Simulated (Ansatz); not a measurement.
**ScTeN3 in Imma, a phase reached by a soft mode: following an unstable mode**

Wanted: the energy along a soft mode of ScTeN3 in Imma, a phase reached by a soft mode and the structure at the end.

Calculated with Ansatz 0.2.0; DFT PBEsol, scalar-relativistic, plane waves, PAW; PAW set soft_1.

The structure was built from a prototype and need not be the compound's stable phase.

**1. Set-up**

It takes space group Imma (No. 74, orthorhombic). Conventional cell: a = 5.471 Å, b = 7.902 Å, c = 5.404 Å, α = 90.00°, β = 90.00°, γ = 90.00°. Sc has 5 N at 2.19 to 2.23 Å nearest. Nearest to Te lie 6 N at 2.03 to 2.10 Å. N has 2 Te at 2.10 Å and 1 Sc at 2.19 Å nearest. N has 2 Te at 2.03 Å and 2 Sc at 2.23 Å nearest. Farther neighbours and most contacts between anions are not listed.

Structure file:

```xyz
10
Lattice="-2.7355 3.9508 2.7021 2.7355 -3.9508 2.7021 2.7355 3.9508 -2.7021" Properties=species:S:1:pos:R:3 pbc="T T T"
Sc    2.7355    1.9754    2.4932
Sc    0.0000    1.9754    0.2089
Te    2.7355    0.0000    0.0000
Te    0.0000    0.0000    2.7021
N     2.7355    1.9754   -0.7235
N     0.0000    1.9754    3.4256
N     1.3678    0.6366    1.3510
N     1.3678    3.3142    1.3510
N    -1.3678    3.3142    1.3510
N     1.3678    4.5874   -1.3510
```

**2. Linear response at the zone centre**

This phase was reached earlier by freezing in an unstable mode of a structure of higher symmetry and relaxing. Its zone-centre modes can show that it is still unstable.

Contents of input.yaml:

```yaml
crystal:
  lattice:
    - [-2.7355187967, 3.9507712505, 2.7020717236]
    - [2.7355187967, -3.9507712505, 2.7020717236]
    - [2.7355187967, 3.9507712505, -2.7020717236]
  atoms:
    - { symbol: Sc, position: [0.7113521191, 0.9613521191, 0.75] }
    - { symbol: Sc, position: [0.2886478809, 0.0386478809, 0.25] }
    - { symbol: Te, position: [0.0, 0.5, 0.5] }
    - { symbol: Te, position: [0.5, 0.5, 0.0] }
    - { symbol: "N", position: [0.1161190808, 0.3661190808, 0.75] }
    - { symbol: "N", position: [0.8838809192, 0.6338809192, 0.25] }
    - { symbol: "N", position: [0.3305653675, 0.5, 0.3305653675] }
    - { symbol: "N", position: [0.6694346325, 0.5, 0.6694346325] }
    - { symbol: "N", position: [0.6694346325, 0.0, 0.1694346325] }
    - { symbol: "N", position: [0.3305653675, 0.0, 0.8305653675] }
kpoints:
  mp_grid: { grid: [8, 8, 8] }
hamiltonian:
  xc: pbesol
  pseudopotentials: { kind: paw, azcp: { folder: soft_1 }, xc_functional: pbe }
scf:
  occupations: { method: methfessel_paxton, width: 0.2 }
output:
  eigenvalues: true
phonons:
  method: dfpt
```

Command:

```
> ansatz run input.yaml --threads 8 --pin off --max-ram 16384MiB --backend cpu --events-out ev --progress --plain --runs-dir out
```

Numbers of over 12 decimals in the logs are rounded to 6 here.

Log:

```text
Engine: ansatz 0.2.0, x86_64-unknown-linux-gnu
Pseudopotentials: kind: paw
Pseudopotential: Sc, paw, valence charge 11, recommended cutoff 420 eV (normal), soft_1/Sc.paw.azcp
Pseudopotential: Te, paw, valence charge 16, recommended cutoff 420 eV (normal), soft_1/Te.paw.azcp
Pseudopotential: N, paw, valence charge 5, recommended cutoff 420 eV (normal), soft_1/N.paw.azcp
Functional definition: PBEsol
  exchange = pbesol_x
  correlation = pbesol_c
Crystal: 10 atoms, lattice volume = 116.810 Å³
Basis set: ecut = 420 eV, 2285 PW (Γ), exchange–correlation on 80×80×80 points (8 copies of the dense FFT grid, shifted against one another)
Bands: 52, of which v1, the nominal top of the filled ones, is band 42 counted from 1 (41 counted from 0)
Symmetry: 8 space group operations
k-points: 260 of 512 (irreducible under 1 space group operation, time reversal used)
Non-local potential: Sc, projectors of the file, l = 0: 3, l = 1: 2, l = 2: 3, l = 3: 1
Non-local potential: Te, projectors of the file, l = 0: 2, l = 1: 2, l = 2: 2, l = 3: 1
Non-local potential: N, projectors of the file, l = 0: 2, l = 1: 2, l = 2: 1
PAW form: soft (Blöchl's): semilocal exchange-correlation on the pseudo side does not see the compensation charge
PAW frozen core: Sc, regenerated for the run's functional, and the local potential with it (the file was generated under x = pbe(κ = 0.804, μ = 0.219515), c = pbe(β = 0.066725))
PAW frozen core: Te, regenerated for the run's functional, and the local potential with it (the file was generated under x = pbe(κ = 0.804, μ = 0.219515), c = pbe(β = 0.066725))
PAW frozen core: N, regenerated for the run's functional, and the local potential with it (the file was generated under x = pbe(κ = 0.804, μ = 0.219515), c = pbe(β = 0.066725))
PAW one-centre angular grid: Sc, 590 points (default); XC on 64 Gauss nodes
PAW one-centre angular grid: Te, 590 points (default); XC on 64 Gauss nodes
PAW one-centre angular grid: N, 110 points (default); XC on 64 Gauss nodes
Initial density: superposition of atomic densities (chi_scale 0.1, normalization cell, long waves kept (reshape's long-wave potential 0.00 eV rms))
Initial wavefunctions: pseudopotential atomic-orbital guess
Functional: x = pbesol(κ = 0.804, μ = 0.123457), c = pbesol(β = 0.046)
SCF iter   1: F=—  HF=-20302.830142 eV  |F-HF|=—  |Δ(HF+E_count)|=         —  Δρ=1.01e-1  dr2=1.77e1  ethr=3.10e-3  ⟨swp⟩=6.0  Hψ=55096  notcnv=0
preconditioner: auto → Resta (q_TF=auto, 2.582 Å⁻¹)  ε∞=7.2  [insulator: Δε(μ)=0.546 eV  Ē_g=9.590 eV  σ=0.200 eV  W_gap=1.05  n_scr=26 (ndim 8)  ℏωp=23.8 eV  f_vac=0.000  D(μ)=-0.03/eV (n_scr^D=0)  ε∞_Penn≈7.2]
SCF iter   2: F=—  HF=-20298.345960 eV  |F-HF|=—  |Δ(HF+E_count)|=    4.48e0  S|Δr|=    0.00e0  Δρ=4.88e-2  dr2=4.31e0  ethr=3.10e-3  ⟨swp⟩=3.0  Hψ=24833  notcnv=0  defer=758
SCF iter   3: F=—  HF=-20297.079728 eV  |F-HF|=—  |Δ(HF+E_count)|=    1.27e0  S|Δr|=    0.00e0  Δρ=1.10e-2  dr2=2.01e-1  ethr=3.10e-3  ⟨swp⟩=3.5  Hψ=24982  notcnv=0  defer=816
SCF iter   4: F=—  HF=-20297.047374 eV  |F-HF|=—  |Δ(HF+E_count)|=   3.24e-2  S|Δr|=    0.00e0  Δρ=2.14e-3  dr2=4.57e-3  ethr=2.39e-4  ⟨swp⟩=2.4  Hψ=22251  notcnv=0  defer=783
SCF iter   5: F=—  HF=-20297.048083 eV  |F-HF|=—  |Δ(HF+E_count)|=   7.09e-4  S|Δr|=    0.00e0  Δρ=5.52e-4  dr2=4.14e-4  ethr=5.44e-6  ⟨swp⟩=2.0  Hψ=22325  notcnv=0  defer=770
SCF iter   6: F=—  HF=-20297.048192 eV  |F-HF|=—  |Δ(HF+E_count)|=   1.09e-4  S|Δr|=    0.00e0  Δρ=1.47e-4  dr2=2.94e-5  ethr=4.93e-7  ⟨swp⟩=2.9  Hψ=23479  notcnv=0  defer=770
SCF iter   7: F=—  HF=-20297.048194 eV  |F-HF|=—  |Δ(HF+E_count)|=   1.82e-6  S|Δr|=    0.00e0  Δρ=2.89e-5  dr2=1.66e-6  ethr=3.50e-8  ⟨swp⟩=2.0  Hψ=18880  notcnv=0  defer=770
SCF iter   8: F=—  HF=-20297.048193 eV  |F-HF|=—  |Δ(HF+E_count)|=   8.03e-7  S|Δr|=    0.00e0  Δρ=8.18e-6  dr2=1.20e-7  ethr=1.98e-9  ⟨swp⟩=2.1  Hψ=19461  notcnv=0  defer=776
SCF iter   9: F=—  HF=-20297.048193 eV  |F-HF|=—  |Δ(HF+E_count)|=   6.34e-9  S|Δr|=    0.00e0  Δρ=2.42e-6  dr2=8.23e-9  ethr=1.42e-10  ⟨swp⟩=2.1  Hψ=19959  notcnv=0  defer=776
SCF iter  10: F=—  HF=-20297.048193 eV  |F-HF|=—  |Δ(HF+E_count)|=   1.06e-9  S|Δr|=    0.00e0  Δρ=6.71e-7  dr2=5.33e-10  ethr=9.80e-12  ⟨swp⟩=2.0  Hψ=23131  notcnv=0  defer=776
SCF iter  11: F=—  HF=-20297.048193 eV  |F-HF|=—  |Δ(HF+E_count)|=  6.55e-11  S|Δr|=    0.00e0  Δρ=1.78e-7  dr2=3.92e-11  ethr=1.00e-12  ⟨swp⟩=2.0  Hψ=17951  notcnv=0  defer=776
SCF iter  12: F=-20297.048193 eV  HF=-20297.048193 eV  |F-HF|=7.28e-12  |Δ(HF+E_count)|=  1.46e-11  S|Δr|=    0.00e0  Δρ=4.04e-8  dr2=1.81e-12  ethr=1.00e-12  ⟨swp⟩=16.0  Hψ=79809  notcnv=0
SCF 1 converged in 12 iterations: F = -20297.048193 eV  dr2 = 1.81e-12
  greatest PAW one-centre occupation: 0.999 electrons in one spin orbital (limit 2), on the Te atom at site 2 (counted from 0), in its partial waves of l = 2
DFPT response loops at Γ: preconditioner auto → Kerker (q_TF=auto, 2.582 Å⁻¹) (partly filled bands, converged f_vac=0.000); β = 1.00, the filter's whole step (`scf.mixing.beta` (0.50) is not read by the response loops under this deck's `scf.mixing.preconditioner`; to damp them name `kerker` or `kerker_dos`, under which they read `scf.mixing.beta`, and type it under 1.00, their step now; both keys bind the ground state too); Broyden in place of MSR1
SCF converged after 12 iterations
Stability not checked: this state was not tested for a lower state beside it, because cold or Methfessel-Paxton smearing, or corrected tetrahedra, fill the levels in a way that the test cannot read (fill_not_monotonic; see scf.lower_state_search)
Free energy (F): -20297.048193 eV
Harris-Foulkes:  -20297.048193 eV  (|F-HF|=7.28e-12)
Internal energy: -20297.053218 eV  (E = F + TS)
E sigma→0 (E₀):  -20297.049449 eV
Entropy (-TS):   0.005025 eV (0.502 meV/atom)
Fermi energy:    13.110822 eV
Step filling:    the computed levels leave a gap of 0.2033 eV = 1.0 smearing widths at the electron count; against every level under it full and every level over it empty, smearing changes F+E_penalty+E_count by +1.593 meV and its σ→0 estimate by +0.337 meV
--- Per-component energies (eV) ---
  E_band       = -533.901104
  E_kinetic    = 1539.436912
  E_local      = -4899.849639  (includes V_loc(G=0)·N_el)
  E_nonlocal   = 630.692359
  E_hartree    = 2161.714162
  E_xc         = -770.790556
  E_vxc        = -870.111451  (∫ρ·V_xc dr)
  E_paw        = -11860.695467  (= ΣΔE_a)
  E_vpaw       = -1257.503012  (= ΣTr[D̂ρ^β])
  E_aug_tail   = 0.005407  (compensation charges beyond the density's cutoff)
  E_ewald      = -7098.742661
  E_core_change = 1.176266  (= ΣΔE_core)
  E_smearing   = 0.005025  (= −TS)
  E_closure    = -0.000000  (closes the sum)
  Σ components = -20297.048193   (vs F -20297.048193, Δ=0.00e0)
--- Band table (eV; the first three rows and the last of 260) ---
  k-point 0: bands = [... 38 lower, 11.6137, 11.8869, 11.9167, 12.9734, 13.1983, 15.7566, 15.8647, 16.0439, ... 6 higher]
  k-point 1: bands = [... 38 lower, 11.5165, 11.6057, 11.8335, 12.7057, 13.4269, 15.6886, 15.8007, 16.1114, ... 6 higher]
  k-point 2: bands = [... 38 lower, 11.3375, 11.4255, 11.7927, 12.4404, 13.7782, 15.7383, 15.9056, 16.2739, ... 6 higher]
  k-point 259: bands = [... 38 lower, 11.2531, 11.2717, 12.1489, 12.9951, 13.9845, 14.1843, 15.3959, 15.9333, ... 6 higher]
--- Phonons (Γ-DFPT): 12 representative perturbations + reference, on 260 of 512 k-points (Σ response iterations 46) ---
  k mesh reduced under 1 symmetry operation, with k and −k counted as one. Each operation leaves every solved perturbation unchanged. A smaller set is not used because it would not reduce the number of displacements times k-points to solve
  ASR residual: 4.046e-5 → 0.000e0 eV/Å²; symmetrization residual: 1.128e-5 eV/Å²
  ASR residual per site (eV/Å²): 1.62e-5 1.62e-5 4.05e-5 4.05e-5 2.78e-5 2.78e-5 1.10e-5 1.10e-5 1.10e-5 1.10e-5
  Γ frequencies (cm⁻¹): -253.07 0.00 0.00 0.00 91.41 168.56 190.40 224.04 224.54 251.69 260.93 278.62 281.82 305.83 320.89 366.46 389.81 407.83 438.77 458.03 486.74 488.14 492.58 522.66 573.47 587.64 625.15 653.29 753.37 767.34
  non-analytic LO–TO correction: not included (Born effective charges unavailable; polar crystals: no LO–TO splitting at Γ)
```

Run time: 8.1 min. Hardware: 8 threads of AMD EPYC 7R32 (Zen 2), shared host; peak memory 5.1 GiB.

In the SCF lines HF is the Harris–Foulkes energy and dr2 the Hartree energy of the density residual, in eV; the loop may stop once dr2 is under the threshold and the program's other checks hold. Hψ counts applications of the Hamiltonian.

Numbers from this step:

* volume per atom: 11.68 Å³
* gap on the k-mesh: 0.2033 eV
* sum-rule residual before enforcement: 4.05e-5 eV/Å²
* point group: mmm
* highest optical mode at the zone centre (no LO-TO term): 767.3 cm⁻¹
* lowest optical zone-centre mode: -253.1 cm⁻¹

Patterns of degenerate modes are one choice out of their space. Modes at Γ, with each element's share of the kinetic energy (negative means imaginary):

```
mode  frequency (cm⁻¹)  symmetry  Sc %  Te %  N %
   1            -253.1       B3u    19     0   81
   2               0.0  acoustic    21    59   20
   3               0.0  acoustic    21    59   20
   4               0.0  acoustic    21    59   20
   5              91.4       B2g    71     0   29
   6             168.6       B1g     0     0  100
   7             190.4       B2u    24    67    9
   8             224.0       B3u    47    34   19
   9             224.5       B1u     5    94    0
  10             251.7       B1u    56    37    7
  11             260.9       B3g    99     0    1
  12             278.6        Ag    97     0    3
  13             281.8        Au     0    98    2
  14             305.8       B2u    44    55    1
  15             320.9       B2g    29     0   71
  16             366.5       B3u    13     1   85
  17             389.8       B2u    11    18   72
  18             407.8        Au     0     2   98
  19             438.8       B1u    18     4   78
  20             458.0        Ag     1     0   99
  21             486.7       B3g     1     0   99
  22             488.1       B2g     0     0  100
  23             492.6       B1u     0     2   98
  24             522.7       B3g     0     0  100
  25             573.5       B2u     0     1   99
  26             587.6        Ag     2     0   98
  27             625.1       B1g     0     0  100
  28             653.3       B3u     0     5   95
  29             753.4       B3g     0     0  100
  30             767.3       B1u     0     3   97
```

Displacements in mode 1 (-253.1 cm⁻¹), the largest set to 1:
```
Sc1 -0.27  0.00  0.00
Sc2 -0.27  0.00  0.00
Te3  0.00  0.00  0.00
Te4  0.00  0.00  0.00
N5   1.00  0.00  0.00
N6   1.00  0.00  0.00
N7  -0.07  0.00 -0.10
N8  -0.07  0.00 -0.10
N9  -0.07  0.00  0.10
N10 -0.07  0.00  0.10
```

Displacements in mode 28 (653.3 cm⁻¹), the largest set to 1:
```
Sc1  0.03  0.00  0.00
Sc2  0.03  0.00  0.00
Te3  0.14  0.00  0.00
Te4  0.14  0.00  0.00
N5   0.14  0.00  0.00
N6   0.14  0.00  0.00
N7  -0.74  0.00  1.00
N8  -0.74  0.00  1.00
N9  -0.74  0.00 -1.00
N10 -0.74  0.00 -1.00
```

Before it was imposed, the acoustic sum rule was missed by 4.0e-5 eV/Å². Small misses are needed for a sound result but don't prove that mesh and cutoff are converged. The lowest optical mode is imaginary, 253.1i cm⁻¹, so the energy falls along it.

**3. The mode frozen in, largest atomic shift 0 Å**

The mode followed lies at Γ with frequency 253.1i cm⁻¹, the softest among the wavevectors solved. At small amplitude the distorted cell has space group no. 46 by a symmetry search on the positions. The undistorted cell that holds it gives the zero of energy on the same k mesh.

Changes to input.yaml since step 2:

```diff
@@ -24,4 +24,4 @@
 output:
+  forces: true
+  stress: true
   eigenvalues: true
-phonons:
-  method: dfpt
```

Log:

```text
[...]
Crystal: 10 atoms, lattice volume = 116.810 Å³
Basis set: ecut = 420 eV, 2285 PW (Γ), exchange–correlation on 80×80×80 points (8 copies of the dense FFT grid, shifted against one another)
Bands: 52, of which v1, the nominal top of the filled ones, is band 42 counted from 1 (41 counted from 0)
Symmetry: 8 space group operations
[...]
k-points: 95 of 512
[...]
k-point 0: bands = [... 38 lower, 11.6137, 11.8869, 11.9167, 12.9733, 13.1983, 15.7566, 15.8647, 16.0439, ... 5 higher]
  k-point 1: bands = [... 38 lower, 11.5165, 11.6058, 11.8335, 12.7057, 13.4269, 15.6886, 15.8007, 16.1114, ... 5 higher]
  k-point 2: bands = [... 38 lower, 11.3375, 11.4255, 11.7927, 12.4403, 13.7782, 15.7383, 15.9056, 16.2738, ... 5 higher]
  k-point 94: bands = [... 38 lower, 11.2531, 11.2717, 12.1489, 12.9950, 13.9845, 14.1843, 15.3959, 15.9333, ... 5 higher]
[key lines of the parts left out:]
SCF converged after 9 iterations
Free energy (F): -20297.048193 eV
Fermi energy:    13.110801 eV
P = ⅓ Tr σ = -0.0007 GPa (-0.007 kbar)
```

Elapsed: 5.6 s, on 8 threads; peak memory 0.91 GiB.

This step gave:

```yaml
pressure: -6.69e-4 GPa
energy_from_the_undistorted_cell: 0 meV/atom
```

The run ends at a pressure of 0.00 GPa, with forces up to 2.9e-4 eV/Å.

**4. The mode frozen in, largest atomic shift 0.32 Å**

The atoms are moved along the unstable eigenvector, the largest shift by 0.32 Å, with the cell fixed.

input.yaml, the sections that differ from step 3:

```yaml
crystal:
  lattice:
    - [-2.7355187967, 3.9507712505, 2.7020717236]
    - [2.7355187967, -3.9507712505, 2.7020717236]
    - [2.7355187967, 3.9507712505, -2.7020717236]
  atoms:
    - { symbol: Sc, position: [0.7113521191, 0.9771690767, 0.7658169576] }
    - { symbol: Sc, position: [0.2886478809, 0.0544648385, 0.2658169576] }
    - { symbol: Te, position: [0.0, 0.5000061458, 0.5000061458] }
    - { symbol: Te, position: [0.5, 0.5000061458, 6.1458e-06] }
    - { symbol: "N", position: [0.1161190808, 0.3076292615, 0.6915101807] }
    - { symbol: "N", position: [0.8838809192, 0.5753910999, 0.1915101807] }
    - { symbol: "N", position: [0.3366220328, 0.5098910703, 0.3343997725] }
    - { symbol: "N", position: [0.6754912978, 0.5098910703, 0.6732690375] }
    - { symbol: "N", position: [0.6633779672, -0.0022222604, 0.1732690375] }
    - { symbol: "N", position: [0.3245087022, -0.0022222604, 0.8343997725] }
# kpoints, hamiltonian, scf, output: as in step 3
```

Log:

```text
[...]
Crystal: 10 atoms, lattice volume = 116.810 Å³
Basis set: ecut = 420 eV, 2285 PW (Γ), exchange–correlation on 80×80×80 points (8 copies of the dense FFT grid, shifted against one another)
Bands: 52, of which v1, the nominal top of the filled ones, is band 42 counted from 1 (41 counted from 0)
Symmetry: 4 space group operations
[...]
k-points: 95 of 512 (time reversal used)
[...]
k-point 0: bands = [... 38 lower, 11.6569, 11.9159, 12.0274, 12.2446, 13.5030, 15.4848, 15.9096, 15.9441, ... 5 higher]
  k-point 1: bands = [... 38 lower, 11.6441, 11.6776, 11.8914, 12.1741, 13.5950, 15.5398, 15.9314, 15.9553, ... 5 higher]
  k-point 2: bands = [... 38 lower, 11.4719, 11.5066, 11.7257, 12.1212, 13.8417, 15.7329, 15.9956, 16.0147, ... 5 higher]
  k-point 94: bands = [... 38 lower, 11.3758, 11.3961, 12.2099, 12.4508, 13.7906, 14.2590, 15.4641, 16.2401, ... 5 higher]
[key lines of the parts left out:]
SCF converged after 9 iterations
Free energy (F): -20297.244021 eV
Fermi energy:    12.959118 eV
P = ⅓ Tr σ = 0.3957 GPa (3.957 kbar)
```

Wall time 10 s (8 threads); peak memory 0.84 GiB; 77 s of CPU time.

Numbers from this step:

| Property | Result |
| --- | --- |
| pressure | 0.3957 GPa |
| gap on the k-mesh | 1.050 eV |
| energy from the undistorted cell | -19.46 meV/atom |

The energy, extrapolated to zero smearing, is -19.46 meV/atom against the undistorted cell.

The run ends at a pressure of 0.40 GPa, with forces up to 0.42 eV/Å.

**5. Energy along the mode, all amplitudes (two of the runs are shown above)**

An imaginary frequency means negative curvature, so the energy should fall and then rise again as anharmonic terms take over.

Numbers from this step:

```
depth at the lowest point sampled  : 19.46 meV/atom
largest atomic shift at that point : 0.32 Å
```

The energy from the parent by largest atomic shift:

```
largest atomic shift (Å)  energy from the parent (meV/atom)
                   0.000                                  0
                   0.040                             -0.656
                   0.080                              -2.49
                   0.140                              -6.70
                   0.220                              -13.3
                   0.320                              -19.5
                   0.450                              -16.2
                   0.600                               17.5
```

Displacement at unit largest shift by atom:

```
atom  x (Å)  y (Å)  z (Å)  size
 Sc1   0.27   0.00   0.00  0.27
 Sc2   0.27   0.00   0.00  0.27
 Te3   0.00   0.00   0.00  0.00
 Te4   0.00   0.00   0.00  0.00
  N5  -1.00   0.00   0.00  1.00
  N6  -1.00   0.00   0.00  1.00
  N7   0.07   0.00   0.10  0.12
  N8   0.07   0.00   0.10  0.12
  N9   0.07   0.00  -0.10  0.12
 N10   0.07   0.00  -0.10  0.12
```

The lowest of the steps tried is at 0.32 Å, 19.5 meV/atom below the parent; the bottom of the well need not coincide with a step.

[end of part 1 of 2]

[Logs are printed without paths, hosts, clocks, repeated set-up lines and the standing remarks that a program may print on its own settings, such as how far it seeks lower states.]

[Hosts, paths, dates, database ids (printed as entryN), source tags and the programs' standing remarks are cut or masked in the printed files.]
